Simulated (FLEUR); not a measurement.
## GdP: one coupling from two orders, and a test

Can a spin model with one coupling foretell the energy of a further order of GdP?

Calculated with FLEUR MaX-R8.1; LDA (VWN) with U = 6 eV on Gd f; all-electron FLAPW, Dirac cores, scalar-relativistic bands.

## Step 1: The starting structure

It takes space group Fm-3m (No. 225, cubic). Conventional cell: a = 5.740 Å, b = 5.740 Å, c = 5.740 Å, α = 90.00°, β = 90.00°, γ = 90.00°. Nearest to Gd lie 6 P at 2.87 Å. Nearest to P lie 6 Gd at 2.87 Å. Farther neighbours are not listed.

The cell comes from a database of computed structures and need not be the stable phase.

## Step 2: The parallel order

All energies count from this run. The U counters the self-interaction that shrinks the moments of a localised shell.

The file n_mmp_mat seeds the f occupations with whole cubic orbitals by Hund's first rule, so that the U acts from the first pass. inpgen writes inp.xml from crystal.txt; cutoffs, mixing, functional, smearing and local orbitals are then set in the file. The k list default-1 (kpts.xml, not shown) is a Γ-centred 8×8×8 mesh; where the ranks do not divide the number of points, some are split in two of half the weight.

Input file inp.xml:

```
<?xml version="1.0" encoding="UTF-8" standalone="no"?>
<fleurInput fleurInputVersion="0.39">
   <comment>
      GdP
   </comment>
   <calculationSetup>
      <cutoffs Kmax="3.6" Gmax="10.8" GmaxXC="10.8" numbands="0"/>
      <scfLoop itmax="130" minDistance="0.0001" maxIterBroyd="15" imix="Anderson" alpha="0.05" precondParam="0.0" spinf="2.0" sdNocoIR="T"/>
      <coreElectrons ctail="T" frcor="F" kcrel="0" coretail_lmax="0"/>
      <xcFunctional name="vwn" relativisticCorrections="F"/>
      <magnetism jspins="2"/>
      <soc l_soc="F" theta="0.0" phi="0.0" spav="F"/>
      <expertModes spex="0" secvar="F"/>
      <geometryOptimization l_f="F" forcealpha="1.0" forcemix="BFGS" epsdisp="0.00001" epsforce="0.00001"/>
      <ldaU l_linMix="F" mixParam="0.05" spinf="1.0"/>
   </calculationSetup>
   <cell>
      <bzIntegration valenceElectrons="23.0" mode="hist" fermiSmearingEnergy="0.00183747">
         <kPointListSelection listName="default-1"/>
         <xi:include xmlns:xi="http://www.w3.org/2001/XInclude" href="kpts.xml"> </xi:include>
      </bzIntegration>
      <xi:include xmlns:xi="http://www.w3.org/2001/XInclude" href="sym.xml"> </xi:include>
      <bulkLattice scale="1.0">
         <bravaisMatrix>
            <row-1>    0.0000000000000000     5.4233959069468174     5.4233959069468174</row-1>
            <row-2>    5.4233959069468174     0.0000000000000000     5.4233959069468174</row-2>
            <row-3>    5.4233959069468174     5.4233959069468174     0.0000000000000000</row-3>
         </bravaisMatrix>
      </bulkLattice>
   </cell>
   <atomSpecies>
      <species name="Gadolinium7.000" element="Gd" atomicNumber="64">
         <mtSphere radius="2.8" gridPoints="925" logIncrement="0.014"/>
         <atomicCutoffs lmax="10" lnonsphr="8"/>
         <electronConfig flipSpins="F">
            <coreConfig>(1s1/2) (2s1/2) (2p1/2) (2p3/2) (3s1/2) (3p1/2) (3p3/2) (4s1/2) (3d3/2) (3d5/2) (4p1/2) (4p3/2) (4d3/2) (4d5/2)</coreConfig>
            <valenceConfig>(5s1/2) (5p1/2) (5p3/2) (6s1/2) (4f5/2) (4f7/2) (5d3/2) (5d5/2)</valenceConfig>
            <stateOccupation state="(4f5/2)" spinUp="2.5" spinDown="0.5"/>
            <stateOccupation state="(4f7/2)" spinUp="4.0" spinDown="0.0"/>
            <stateOccupation state="(5d3/2)" spinUp="0.4" spinDown="0.0"/>
            <stateOccupation state="(5d5/2)" spinUp="0.6" spinDown="0.0"/>
         </electronConfig>
         <energyParameters s="6" p="6" d="5" f="4"/>
         <ldaU l="3" U="6.0" J="0.0" l_amf="F"/>
         <lo type="SCLO" l="0" n="5" eDeriv="0"/>
         <lo type="SCLO" l="1" n="5" eDeriv="0"/>
      </species>
      <species name="Phosphorous (P)" element="P" atomicNumber="15">
         <mtSphere radius="2.09" gridPoints="691" logIncrement="0.017"/>
         <atomicCutoffs lmax="8" lnonsphr="6"/>
         <electronConfig flipSpins="F">
            <coreConfig>(1s1/2) (2s1/2) (2p1/2) (2p3/2)</coreConfig>
            <valenceConfig>(3s1/2) (3p1/2) (3p3/2)</valenceConfig>
            <stateOccupation state="(3p1/2)" spinUp="0.500000" spinDown="0.500000"/>
            <stateOccupation state="(3p3/2)" spinUp="1.000000" spinDown="1.000000"/>
         </electronConfig>
         <energyParameters s="3" p="3" d="3" f="4"/>
      </species>
   </atomSpecies>
   <atomGroups>
      <atomGroup species="Gadolinium7.000">
         <relPos label="                   1">.0000000000 .0000000000 .0000000000</relPos>
         <force calculate="T" relaxXYZ="TTT"/>
      </atomGroup>
      <atomGroup species="Phosphorous (P)">
         <relPos label="                   2">1.000/2.000 1.000/2.000 1.000/2.000</relPos>
         <force calculate="T" relaxXYZ="TTT"/>
      </atomGroup>
   </atomGroups>
   <output dos="F" band="F" slice="F">
      <bandDOS minEnergy="-.5*Htr" maxEnergy="0.5*Htr" sigma="0.015" storeEVData="T"/>
      <plotting iplot="0" polar="F">
         <plot TwoD="T" vec1="  1.0  0.0  0.0" vec2="  0.0  1.0  0.0" vec3="  0.0  0.0  1.0" zero="  0.0  0.0  0.0" file="plot"/>
      </plotting>
      <moessbauerParams electricFieldGradient="F" isomerShift="F" coreHyperfine="F" valenceHyperfine="F"/>
   </output>
</fleurInput>
```

Input file crystal.txt:

```
GdP
&input film=F cartesian=F /
0.00000000000  2.86993751970  2.86993751970
2.86993751970  0.00000000000  2.86993751970
2.86993751970  2.86993751970  0.00000000000
1.8897261246
1.0 1.0 1.0

2
64 0.00000000000  0.00000000000  0.00000000000 : 7.000
15 0.50000000000  0.50000000000  0.50000000000

&kpt div1=8 div2=8 div3=8 gamma=T /
```

Launch:

```bash
$ OMP_NUM_THREADS=1 inpgen -f crystal.txt > inpgen.log  # inp.xml is then edited as shown
$ OMP_NUM_THREADS=1 mpirun -n 4 fleur_MPI > fleur.log
```

What it wrote:

```text
Welcome to FLEUR        (www.flapw.de)
      MaX-Release 8.1          (www.max-centre.eu)

 ========== k-point set info ==========
 Selected k-point list: default-1
 k-point list type: mesh
 0 x 0 x 0
 Number of k points: 32

 [... set-up left out ...]
 Iteration:     1   Distance:      22.40278533 me/bohr^3
 Iteration:     2   Distance:      21.47157166 me/bohr^3
 Iteration:     3   Distance:       7.74242754 me/bohr^3
 Iteration:     4   Distance:       4.20531888 me/bohr^3
 Iteration:     5   Distance:       1.51187241 me/bohr^3
[...]
[... left out ...]
            <freeEnergy value="-11614.1524455854"/>
            <extrapolationTo0K value="-11614.1524037357"/>
         </totalEnergy>
         [... left out ...]
         <ldaUDensityMatrixConvergence>
            <distance spin="1" distance="0.000000"/>
            <distance spin="2" distance="0.000000"/>
         </ldaUDensityMatrixConvergence>
         <densityConvergence units="me/bohr^3">
            <chargeDensity spin="1" distance="0.0000073792"/>
            <chargeDensity spin="2" distance="0.0000092157"/>
            <overallChargeDensity distance="0.0000130754"/>
            <spinDensity distance="0.0000103825"/>
         </densityConvergence>
      </iteration>
```

The job ended after 7.1 s (4 MPI ranks of AMD EPYC 9R45, shared host; peak memory 0.25 GiB).

Spin moment in the muffin-tin sphere by atom:

| atom | spin moment in the muffin-tin sphere (μB) |
| --- | --- |
| Gd1 | 7.04 |
| P2 | -0.07 |

Read from the output:

```
free energy                                                       : -316037.1881 eV
program's band gap on this mesh (in a metal only a level spacing) : 0.005574 eV
magnetization                                                     : 7.003 μB
final state                                                       : ferromagnetic, with opposed induced moments
```

After 15 cycles the largest moment stands at 7.04 μB.

## Step 3: The orders used for the fit

The other orders were run with the same settings, on meshes that hold the same points. Free energies are divided by the number of Gd atoms; q is in fractions of the reciprocal vectors of the first run's cell.

| order | atoms | mesh | free energy (eV) | eV per Gd | largest moment (μB) |
| --- | --- | --- | --- | --- | --- |
| F + | 2 | 8×8×8 | -316037.1881 | -316037.1881 | 7.04 |
| AF q=(0,0,1/2) +- | 4 | 8×8×4 | -632074.3934 | -316037.1967 | 7.08 |

## Step 4: Counting neighbours

With E = −Σ J e_i·e_j over ordered pairs of unit vectors, turning a neighbour from parallel to opposed costs 2J a Gd atom. So an order lies 2 Σ n J over the parallel one, n being the opposed neighbours in each shell.

| shell | distance (Å) | neighbours | opposed in AF q=(0,0,1/2) +- | opposed in AF q=(0,1/2,1/2) +- |
| --- | --- | --- | --- | --- |
| J1 | 4.06 | 12 | 6 | 8 |
| J2 | 5.74 | 6 | 6 | 0 |

Only J1 is kept.

## Step 5: Solving

```
2 × 6 × J1 = -8.6 meV    (AF q=(0,0,1/2) +-)
J1 = -0.72 meV
```

## Step 6: The test

The couplings now give the orders that were left out:

```
2 × 8 × (-0.72) = -11.5 meV    (AF q=(0,1/2,1/2) +-)
```

The runs themselves:

| order | atoms | mesh | free energy (eV) | eV per Gd | largest moment (μB) | over the parallel order (meV) | foretold (meV) |
| --- | --- | --- | --- | --- | --- | --- | --- |
| AF q=(0,1/2,1/2) +- | 4 | 8×4×8 | -632074.3842 | -316037.1921 | 7.06 | -4.0 | -11.5 |

## Step 7: One more shell

One try is to add the next shell, though changing moments can also cause the miss. Both differences then fix both couplings, and no order is left for a test.

```
2 × 6 × J1 + 2 × 6 × J2 = -8.6 meV    (AF q=(0,0,1/2) +-)
2 × 8 × J1 = -4.0 meV    (AF q=(0,1/2,1/2) +-)
J1 = -0.25 meV
J2 = -0.47 meV
```

## Step 8: Summary of results

```
effective coupling of the reversed pairs, counted on J1 (Gd–Gd at 4.06 Å) : -0.72 meV
largest miss on the orders left out                                       : 7.5 meV
J1 with two shells                                                        : -0.25 meV
J2 with two shells                                                        : -0.47 meV
```

The model misses the order left out by 7.5 meV, 87 % of the largest distance from the parallel order, so it fails: these couplings alone don't describe the crystal. With the next shell added the couplings are J1 = -0.25 and J2 = -0.47 meV, untested. The largest moments of the orders differ by 0.52 % of the greatest. One difference fixes one number: it sums all reversed shells and need not be the coupling of the nearest one, even in sign. The f shell is half filled, so the spin-only picture is fair.

[Logs and program files are shortened in this print: banners, set-up blocks, solver, clock and traceback lines can be left out without a mark of their own.]

[Logs are printed without paths, hosts, clocks, repeated set-up lines and the standing remarks that a program may print on its own settings, such as how far it seeks lower states.]

[Hosts, paths, dates, database ids (printed as entryN), source tags and the programs' standing remarks are cut or masked in the printed files.]

[Where a cell is said to come from a database of computed structures, the database is the Materials Project.]
